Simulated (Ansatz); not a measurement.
## Al (Fm-3m, 1 atom in the cell): converging a phonon calculation

Aim: how dense must the meshes and how high the cutoff be for the phonons of Al (Fm-3m, 1 atom in the cell)?

Program: Ansatz 0.2.0. Level of theory: DFT PBEsol, scalar-relativistic, plane waves, PAW. Results are calculated unless marked as measured.

## Step 1: The starting structure

Symmetry: Fm-3m, No. 225, cubic system. Conventional cell: a = 4.016 Å, b = 4.016 Å, c = 4.016 Å, α = 90.00°, β = 90.00°, γ = 90.00°. Al has 12 Al at 2.84 Å nearest.

## Step 2: Relaxing to small forces for the phonons

Phonons need a cell at rest on their own settings, so the relaxation is repeated with tight tolerances on forces and stress, using the mesh and the filling of the phonon run that follows.

Contents of input.yaml:

```yaml
crystal:
  lattice:
    - [0.0, 2.0077938082, 2.0077938082]
    - [2.0077938082, 0.0, 2.0077938082]
    - [2.0077938082, 2.0077938082, 0.0]
  atoms:
    - { symbol: Al, position: [0.0, 0.0, 0.0] }
kpoints:
  mp_grid: { grid: [20, 20, 20] }
hamiltonian:
  xc: pbesol
scf:
  occupations: { method: methfessel_paxton, width: 0.15 }
output:
  forces: true
  stress: true
  eigenvalues: true
relax:
  adjacent_minimum: "off"
  f_tol: 0.001
  max_steps: 60
  cell: { stress_tol: 0.01 }
```

Started as:

```bash
$ ansatz run input.yaml --threads 4 --pin off --max-ram 7168MiB --backend cpu --events-out ev --progress --plain --runs-dir out
```

Numbers of over 12 decimals in the logs are rounded to 6 here.

Output:

```text
Engine: ansatz 0.2.0, aarch64-unknown-linux-gnu
Pseudopotentials: kind: paw
Pseudopotential: Al, paw, valence charge 3, recommended cutoff 420 eV (normal), Al.paw.azcp
Functional definition: PBEsol
  exchange = pbesol_x
  correlation = pbesol_c
Crystal: 1 atoms, lattice volume = 16.188 Å³
[...]
k-point 255: bands = ["7.2295", "7.2295", "8.2180", "9.3153", "24.0168", "24.0168"]
--- Relaxed structure (2 steps of the walk, 2 accepted, 1 SCFs on fresh bases) ---
  F+E_penalty+E_count = -524.54768390 eV   max|allowed force component| = 0.000e0 eV/Å   (the final SCF, on the basis selected at the relaxed cell)
  cell:  # Å, volume = 16.1657 Å³
    - [0, 2.006880, 2.006880]
    - [2.006880, 0, 2.006880]
    - [2.006880, 2.006880, 0]
  atoms:
    - { symbol: Al, position: [0.0, 0.0, 0.0] }
[key lines of the parts left out:]
SCF converged after 4 iterations
Free energy (F): -524.547684 eV
Fermi energy:    8.153243 eV
P = ⅓ Tr σ = 0.0077 GPa (0.077 kbar)
```

Wall time 1.4 s (4 threads of Arm Neoverse V2, shared host); peak memory 0.29 GiB; 4.5 s of CPU time.

Little changed from the start: no atom moved by 0.005 Å and no cell edge by 0.1 %.

This step gave:

| Quantity | Value |
| --- | --- |
| pressure | 0.007663 GPa |
| volume per atom | 16.17 Å³ |
| gap on the k-mesh | 0 eV |

The forces vanish by symmetry and the pressure is 0.008 GPa, within the tolerances set. The cell now holds 16.17 Å³/atom.

## Step 3: The dispersion

Stability and thermal properties need the whole zone. Linear response on a 4×4×4 q mesh gives force constants as far as a supercell of that size would.

input.yaml, the sections that differ from step 2:

```yaml
crystal:
  lattice:
    - [0.0, 2.0068801597, 2.0068801597]
    - [2.0068801597, 0.0, 2.0068801597]
    - [2.0068801597, 2.0068801597, 0.0]
  atoms:
    - { symbol: Al, position: [0.0, 0.0, 0.0] }
output:
  eigenvalues: true
phonons:
  method: dfpt
  qmesh: [4, 4, 4]
  temperatures: { t_max: 1000, t_step: 50 }
  qpath:
    path:
      - [[0.0, 0.0, 0.0], [0.5, 0.0, 0.5], [0.625, 0.25, 0.625]]
      - [[0.375, 0.375, 0.75], [0.0, 0.0, 0.0], [0.5, 0.5, 0.5], [0.5, 0.25, 0.75], [0.5, 0.0, 0.5]]
    npoints: 10
# kpoints, hamiltonian, scf: as in step 2
# relax: removed
```

Output:

```text
[...]
Crystal: 1 atoms, lattice volume = 16.166 Å³
Basis set: ecut = 420 eV, 331 PW (Γ), exchange–correlation on 40×40×40 points (8 copies of the dense FFT grid, shifted against one another)
Bands: 6, of which v1, the nominal top of the filled ones, is band 2 counted from 1 (1 counted from 0)
Symmetry: 48 space group operations
k-points: 256 of 8000
[...]
SCF iter   1: F=—  HF=-524.547677 eV  |F-HF|=—  |Δ(HF+E_count)|=         —  Δρ=8.24e-4  dr2=6.01e-5  ethr=1.77e-3  ⟨swp⟩=4.7  Hψ=12941  notcnv=0
[...]
SCF iter   6: F=-524.547684 eV  HF=-524.547684 eV  |F-HF|=2.84e-12  |Δ(HF+E_count)|=  2.61e-12  S|Δr|=    0.00e0  Δρ=2.44e-7  dr2=9.81e-12  ethr=1.00e-12  ⟨swp⟩=5.4  Hψ=4924  notcnv=0
SCF 1 converged in 6 iterations: F = -524.547684 eV  dr2 = 9.81e-12
[...]
NSCF: frozen V_eff on 256 k-points
WARN: eigensolver did not converge in 5 slots of this pass, the one above among them; of largest residual over every band (k=111): 1 band(s) unlocked (lowest unlocked band 5, counted from 0; max residual 2.46e-3 eV among the unlocked bands, 2.46e-3 eV over every band); of lowest unlocked band (k=13): band 5
[...]
DFPT response loops at q = (0, 0, 0) (fractional): preconditioner auto → Kerker (q_TF=auto, 2.061 Å⁻¹) (partly filled bands, converged f_vac=0.000); β = 1.00, the filter's whole step (`scf.mixing.beta` (0.50) is not read by the response loops under this deck's `scf.mixing.preconditioner`; to damp them name `kerker` or `kerker_dos`, under which they read `scf.mixing.beta`, and type it under 1.00, their step now; both keys bind the ground state too); Broyden in place of MSR1
[...]
SCF converged after 6 iterations
[...]
Free energy (F): -524.547684 eV
[...]
Internal energy: -524.547379 eV  (E = F + TS)
E sigma→0 (E₀):  -524.547608 eV
Entropy (-TS):   -0.000305 eV (-0.305 meV/atom)
Fermi energy:    8.153243 eV
[...]
--- Band table (eV; the first three rows and the last of 256) ---
[...]
--- Phonons (Γ-DFPT): 1 representative perturbation + reference (Σ response iterations 3) ---
  ASR residual: 1.857e-6 → 0.000e0 eV/Å²; symmetrization residual: 4.441e-15 eV/Å²
  ASR residual per site (eV/Å²): 1.86e-6
  Γ frequencies (cm⁻¹): 0.00 0.00 0.00
--- Phonons (arbitrary-q DFPT): 8 irreducible q on the 4×4×4 mesh ---
  q = [0.0000, 0.0000, 0.0000] (star 1, of the zone-centre solve; hermiticity 4.20e-11, symmetrization 2.39e-9): -0.00 0.00 0.00
  q = [0.0000, 0.0000, 0.2500] (star 8, 1 solved perturbation on 4200 of 8000 k-point pairs; hermiticity 1.32e-15, symmetrization 4.12e-15): 113.42 113.42 236.07
[...]
q = [0.0000, 0.2500, 0.2500] (star 6, 2 solved perturbations in 3420 linear systems a pass and spin channel, the states on 2210 of 8000 k-point pairs; hermiticity 1.18e-15, symmetrization 1.40e-15): 142.05 142.05 240.11
[...]
sum rule: each row above includes the acoustic sum rule's correction from the zone centre's row sums; it moved no ω² by more than (0.14 cm⁻¹)²
  mesh force constants: q→R imaginary residual 0.00e0; ASR residual 1.857e-6 → 0.000e0 eV/Å²; symmetrization residual 5.329e-15 eV/Å²
  interpolated dispersion: 62 rows × 3 modes
  density of states and harmonic sums: on the 28×28×28 q-mesh, interpolated from the force constants of a 4×4×4 supercell (no non-analytic term)
  largest difference from the sums on the solved wave vectors: F 9.38e-3 eV, S 1.34e-5 and C_V 4.03e-6 eV/K
  zero-point energy: 0.039713 eV/cell   skipped modes (ω ≤ 0): 3   left out of the sums: 4.56e-5 of the cell's modes: C_V's classical limit lies that fraction below 3 k_B per atom; for a crystal, a wire or a layer, F and S can be off by more, and a phonons.interpolated_qmesh denser along its periods is the remedy for the sampling
```

Run time: 37 s. Hardware: 4 threads; peak memory 1.8 GiB; 2.2 min of CPU time.

Reading the cycles: dr2 is the Hartree energy of the density residual (eV), the measure of convergence; HF is the Harris–Foulkes estimate of the energy, which meets the free energy F at convergence.

This step gave:

| Item | Value |
| --- | --- |
| sum-rule residual before enforcement | 1.86e-6 eV/Å² |
| lowest frequency on the path | 0 cm⁻¹ |
| highest frequency on the path or at a solved wavevector | 330.8 cm⁻¹ |
| mean frequency | 213.6 cm⁻¹ |
| Debye temperature (second moment) | 414 K |
| logarithmic mean frequency | 203.2 cm⁻¹ |
| lowest mode on the q mesh (acoustic modes at Γ apart) | 113.4 cm⁻¹ |
| zero-point energy per atom | 39.71 meV |
| heat capacity at 300 K | 22.74 J/(mol atoms K) |
| vibrational entropy at 300 K | 26.73 J/(mol atoms K) |

Frequencies (cm⁻¹) solved at each irreducible wavevector; negative means imaginary. Frequencies by wavevector, by row:

```
q in reciprocal lattice units  star  mode 1  mode 2  mode 3
                        0 0 0     1       0       0       0
                     0 0 0.25     8   113.4   113.4   236.1
                     0 0 -0.5     4   142.4   142.4   330.5
                  0 0.25 0.25     6   142.1   142.1   240.1
                  0 0.25 -0.5    24   177.5   223.6   297.4
                 0 0.25 -0.25    12   158.5   221.1     281
                  0 -0.5 -0.5     3   200.1   200.1   330.8
              0.25 -0.5 -0.25     6   222.4   273.5   273.5
```

Interpolated from a 4×4×4 q mesh. Phonon branches along the path, in cm⁻¹:

```
    point  branch 1  branch 2  branch 3
        Γ         0         0         0
  halfway       142       142       240
        X       200       200       331
  halfway       199       222       320
        U       192       261       294
jump to K       192       261       294
  halfway       132       174       250
        Γ         0         0         0
  halfway       113       113       236
        L       142       142       330
  halfway       177       218       307
        W       222       274       274
  halfway       211       228       312
        X       200       200       331
```

The phonon branches as a text plot (rows in cm⁻¹):

```
    324 |           ****                        *****         ***
    310 |         **    *                      *     **      *
    296 |        *       **                   *        **   *
    283 |                  ****                          * *
    269 |       *          *   *             *           ***
    255 |                ** *   *                       *
    241 |      *        *                   *          *    **
    227 |              *     **                           **
    214 |                        *                    *  *  ***
    200 |    **     ******     *           *         *  *      **
    186 |         **      **                           *
    172 |        *          *   * **                ***
    159 |   *   *            **           *        **
    145 |      *               * *             *****
    131 |                       *            **
    117 |  * **                  *  *       *
    103 |                         **     * *
     90 |   *                     **
     76 |                           *     *
     62 | **                        **
     48 |                               **
     34 | *                          *
     21 |                               *
      7 |*                            **
         Γ           X  U|K            Γ         L        W     X
```

Symmetry leaves 8 wavevectors to solve. The lowest mode among them, the acoustic zeros apart, lies at q = (0, 0, 0.25) and is real, 113 cm⁻¹.

## Step 4: Another q mesh, q mesh 2×2×2

The q mesh is changed to 2×2×2, to see how far the force constants must reach.

Changes to input.yaml since step 3:

```diff
@@ -17,3 +17,3 @@
   method: dfpt
-  qmesh: [4, 4, 4]
+  qmesh: [2, 2, 2]
   temperatures: { t_max: 1000, t_step: 50 }
```

Output:

```text
[...]
Crystal: 1 atoms, lattice volume = 16.166 Å³
Basis set: ecut = 420 eV, 331 PW (Γ), exchange–correlation on 40×40×40 points (8 copies of the dense FFT grid, shifted against one another)
Bands: 6, of which v1, the nominal top of the filled ones, is band 2 counted from 1 (1 counted from 0)
Symmetry: 48 space group operations
k-points: 256 of 8000
[...]
SCF iter   1: F=—  HF=-524.547677 eV  |F-HF|=—  |Δ(HF+E_count)|=         —  Δρ=8.24e-4  dr2=6.01e-5  ethr=1.77e-3  ⟨swp⟩=4.7  Hψ=12941  notcnv=0
[...]
SCF iter   6: F=-524.547684 eV  HF=-524.547684 eV  |F-HF|=2.84e-12  |Δ(HF+E_count)|=  2.61e-12  S|Δr|=    0.00e0  Δρ=2.44e-7  dr2=9.81e-12  ethr=1.00e-12  ⟨swp⟩=5.4  Hψ=4924  notcnv=0
SCF 1 converged in 6 iterations: F = -524.547684 eV  dr2 = 9.81e-12
[...]
SCF converged after 6 iterations
[...]
Free energy (F): -524.547684 eV
[...]
Internal energy: -524.547379 eV  (E = F + TS)
E sigma→0 (E₀):  -524.547608 eV
Entropy (-TS):   -0.000305 eV (-0.305 meV/atom)
Fermi energy:    8.153243 eV
[...]
--- Band table (eV; the first three rows and the last of 256) ---
[...]
ASR residual: 1.857e-6 → 0.000e0 eV/Å²; symmetrization residual: 4.441e-15 eV/Å²
  ASR residual per site (eV/Å²): 1.86e-6
  Γ frequencies (cm⁻¹): 0.00 0.00 0.00
--- Phonons (arbitrary-q DFPT): 3 irreducible q on the 2×2×2 mesh ---
[...]
interpolated dispersion: 62 rows × 3 modes
[...]
```

The job ended after 6.3 s (4 threads; peak memory 0.69 GiB; 22 s of CPU time).

This step gave:

- mean frequency: 210 cm⁻¹
- lowest mode on the q mesh (acoustic modes at Γ apart): 142.4 cm⁻¹

Frequencies (cm⁻¹) solved at each irreducible wavevector; negative means imaginary. Frequencies by wavevector, by row:

```
q in reciprocal lattice units  star  mode 1  mode 2  mode 3
                        0 0 0     1       0       0       0
                     0 0 -0.5     4   142.4   142.4   330.5
                  0 -0.5 -0.5     3   200.1   200.1   330.8
```

Interpolated from a 2×2×2 q mesh, rough between the solved points. The phonon branches at the labelled points (cm⁻¹):

```
    point  branch 1  branch 2  branch 3
        Γ         0         0         0
  halfway       144       144       236
        X       200       200       331
  halfway       196       217       323
        U       184       252       301
jump to K       184       252       301
  halfway       109       170       250
        Γ         0         0         0
  halfway       101       101       234
        L       142       142       330
  halfway       167       219       309
        W       202       275       275
  halfway       201       225       316
        X       200       200       331
```

The phonon branches as a text plot (rows in cm⁻¹):

```
    324 |           ****                        *****         ***
    310 |         **    **                     *     **      *
    296 |        *        *                   *        **   *
    283 |                  ****                          * *
    269 |       *          *   *             *           ***
    255 |                 * *   *                       *
    241 |      *         *                             *    *
    227 |               *    **             *                *
    214 |              *         *                    *       *
    200 |    **     ****       *           *         *   ********
    186 |        ***    ***                             *
    172 |                  *    * **                * **
    159 |   *   *           *                      ***
    145 |      *             **           *     ****
    131 |                      * *            **
    117 |    **                     *        *
    103 |  *                    * **     *  *
     90 |   *                    *         *
     76 |                           *
     62 |  *                      ** *    *
     48 | *                         *   **
     34 | *                          *
     21 |                            *  *
      7 |*                            **
         Γ           X  U|K            Γ         L        W     X
```

The mean frequency is 210.0 cm⁻¹, -3.6 cm⁻¹ against the base run.

The highest branch reaches 331 cm⁻¹ on this path, at X. No branch goes imaginary on this path.

## Step 5: Another q mesh, k-mesh 21×21×21, q mesh 3×3×3

The q mesh is changed to 3×3×3, to see how far the force constants must reach; the k mesh is 21×21×21, against 20×20×20 in the base run, so that the q mesh divides it.

Changes to input.yaml since step 4:

```diff
@@ -8,3 +8,3 @@
 kpoints:
-  mp_grid: { grid: [20, 20, 20] }
+  mp_grid: { grid: [21, 21, 21] }
 hamiltonian:
@@ -17,3 +17,3 @@
   method: dfpt
-  qmesh: [2, 2, 2]
+  qmesh: [3, 3, 3]
   temperatures: { t_max: 1000, t_step: 50 }
```

Output:

```text
[...]
Crystal: 1 atoms, lattice volume = 16.166 Å³
Basis set: ecut = 420 eV, 331 PW (Γ), exchange–correlation on 40×40×40 points (8 copies of the dense FFT grid, shifted against one another)
Bands: 6, of which v1, the nominal top of the filled ones, is band 2 counted from 1 (1 counted from 0)
Symmetry: 48 space group operations
k-points: 286 of 9261
[...]
E sigma→0 (E₀):  -524.550127 eV
Entropy (-TS):   -0.000194 eV (-0.194 meV/atom)
Fermi energy:    8.106831 eV
[...]
--- Band table (eV; the first three rows and the last of 286) ---
[...]
ASR residual: 1.147e-5 → 0.000e0 eV/Å²; symmetrization residual: 1.110e-15 eV/Å²
  ASR residual per site (eV/Å²): 1.15e-5
  Γ frequencies (cm⁻¹): 0.00 0.00 0.00
--- Phonons (arbitrary-q DFPT): 4 irreducible q on the 3×3×3 mesh ---
[...]
interpolated dispersion: 62 rows × 3 modes
[...]
[key lines of the parts left out:]
SCF converged after 6 iterations
Free energy (F): -524.550175 eV
```

Wall time 19 s (4 threads); peak memory 1.2 GiB.

The mean frequency is 215.0 cm⁻¹, +1.4 cm⁻¹ against the base run, whose k mesh differs too.

## Step 6: Another q mesh, k-mesh 24×24×24, q mesh 6×6×6

The q mesh is changed to 6×6×6, to see how far the force constants must reach; the k mesh is 24×24×24, against 20×20×20 in the base run, so that the q mesh divides it.

Changes to input.yaml since step 5:

```diff
@@ -8,3 +8,3 @@
 kpoints:
-  mp_grid: { grid: [21, 21, 21] }
+  mp_grid: { grid: [24, 24, 24] }
 hamiltonian:
@@ -17,3 +17,3 @@
   method: dfpt
-  qmesh: [3, 3, 3]
+  qmesh: [6, 6, 6]
   temperatures: { t_max: 1000, t_step: 50 }
```

Output:

```text
[...]
Crystal: 1 atoms, lattice volume = 16.166 Å³
Basis set: ecut = 420 eV, 331 PW (Γ), exchange–correlation on 40×40×40 points (8 copies of the dense FFT grid, shifted against one another)
Bands: 6, of which v1, the nominal top of the filled ones, is band 2 counted from 1 (1 counted from 0)
Symmetry: 48 space group operations
k-points: 413 of 13824
[...]
ASR residual: 2.573e-6 → 0.000e0 eV/Å²; symmetrization residual: 5.089e-15 eV/Å²
  ASR residual per site (eV/Å²): 2.57e-6
  Γ frequencies (cm⁻¹): 0.00 0.00 0.00
--- Phonons (arbitrary-q DFPT): 16 irreducible q on the 6×6×6 mesh ---
[...]
q = [0.1667, 0.3333, -0.5000] (star 24, 3 solved perturbations on 7200 of 13824 k-point pairs; hermiticity 1.90e-9, symmetrization 4.41e-10): 178.47 215.66 282.91
[...]
interpolated dispersion: 62 rows × 3 modes
[...]
[key lines of the parts left out:]
SCF converged after 6 iterations
Free energy (F): -524.546770 eV
Fermi energy:    8.108175 eV
```

The job ended after 3.5 min (4 threads; peak memory 3 GiB).

The mean frequency is 213.0 cm⁻¹, -0.6 cm⁻¹ against the base run, whose k mesh differs too.

[end of part 1 of 3]

[Logs are printed without paths, hosts, clocks, repeated set-up lines and the standing remarks that a program may print on its own settings, such as how far it seeks lower states.]

[Hosts, paths, dates, database ids (printed as entryN), source tags and the programs' standing remarks are cut or masked in the printed files.]
